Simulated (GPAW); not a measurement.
Consider NaWO3 (Pm-3m).

```xyz
5
Lattice="3.8600 0.0000 0.0000 0.0000 3.8600 0.0000 0.0000 0.0000 3.8600" Properties=species:S:1:pos:R:3 pbc="T T T"
W     1.9300    1.9300    1.9300
Na    0.0000    0.0000    0.0000
O     1.9300    0.0000    1.9300
O     0.0000    1.9300    1.9300
O     1.9300    1.9300    0.0000
```

Absorber: atom 3, with 2 W at 1.93 Å (linear, site symmetry 4/mmm). Method: GPAW, LDA, excited-electron core hole (neutral cell), 10-atom cell with 5.5 Å between holes, 8×8×8 k points, dipole transitions, Gaussian full width 0.9 eV up to 4 eV, rising linearly to 3.5 eV at 25 eV, without spin-orbit coupling.

The database entry behind the starting cell is an old determination (1949), so it need not match the best structure at ambient conditions.

Q: Predict the near-edge structure at the O K edge.

Main maxima up to 24 eV above the zero (height): 0.6 eV (1.63), 4.8 eV (1.55), 7.1 eV (2.05), 11.0 eV (1.58) and 20.1 eV (1.00). A K edge sees empty p states; the first features are O p mixed into the empty d states of the W neighbours, and the broad ones above probably into the cations' higher empty bands. The total-energy difference is 535.06 eV. One term is added: -8.83 eV, since the hole is spin-paired here and a spin-polarised one costs that much less in the free atom (computed apart). The photon energy is then 526.23 eV. The functional leaves an error in such absolute values: in the free atom LDA prices this hole 4.1 eV below PBE (computed apart), and PBE is itself good to a few eV.

The O K spectrum (energy from the lowest empty level; intensity scaled to a mean of 1 over the first 20 eV):

```
E (eV)  intensity
  -2.0       0.00
  -1.5       0.00
  -1.0       0.00
  -0.5       0.10
   0.0       0.74
   0.5       1.59
   1.0       1.31
   1.5       0.83
   2.0       0.61
   2.5       0.39
   3.0       0.29
   3.5       0.55
   4.0       1.04
   4.5       1.47
   5.0       1.49
   5.5       1.29
   6.0       1.47
   6.5       1.86
   7.0       2.05
   7.5       2.01
   8.0       1.95
   8.5       1.67
   9.0       1.19
   9.5       0.95
  10.0       1.13
  10.5       1.45
  11.0       1.58
  11.5       1.44
  12.0       1.15
  12.5       0.86
  13.0       0.63
  13.5       0.46
  14.0       0.37
  14.5       0.34
  15.0       0.33
  15.5       0.34
  16.0       0.35
  16.5       0.38
  17.0       0.43
  17.5       0.52
  18.0       0.64
  18.5       0.76
  19.0       0.88
  19.5       0.96
  20.0       1.00
  20.5       0.98
  21.0       0.91
  21.5       0.80
  22.0       0.67
  22.5       0.54
  23.0       0.44
  23.5       0.36
  24.0       0.31
  24.5       0.28
  25.0       0.27
  25.5       0.27
  26.0       0.29
  26.5       0.32
  27.0       0.36
  27.5       0.42
  28.0       0.49
  28.5       0.55
  29.0       0.61
  29.5       0.67
  30.0       0.71
  30.5       0.76
  31.0       0.81
  31.5       0.87
  32.0       0.95
```

The primitive cell holds an odd number of electrons, so a spin-paired run has to come out metallic; that is right for a metal, but some such compounds are magnetic or distorted insulators. The holes are only 5.5 Å apart, so the shape is probably not converged with cell size; no larger cell was run here. The structure is a published determination, not relaxed.

[Banner, clock and machine lines of the logs are left out without a mark of their own.]

[Logs are printed without paths, hosts, clocks, repeated set-up lines and the standing remarks that a program may print on its own settings, such as how far it seeks lower states.]

[Hosts, paths, dates, database ids (printed as entryN), source tags and the programs' standing remarks are cut or masked in the printed files.]

[Lists of maxima count a maximum above −3 eV only where it reaches 4 % of the highest in the window and stands out from its surroundings by 2 % of it (1.5 % where it reaches 55 %); shoulders and weaker maxima are passed over, and of the rest the first, up to two pre-edge ones and the few strongest are named.]
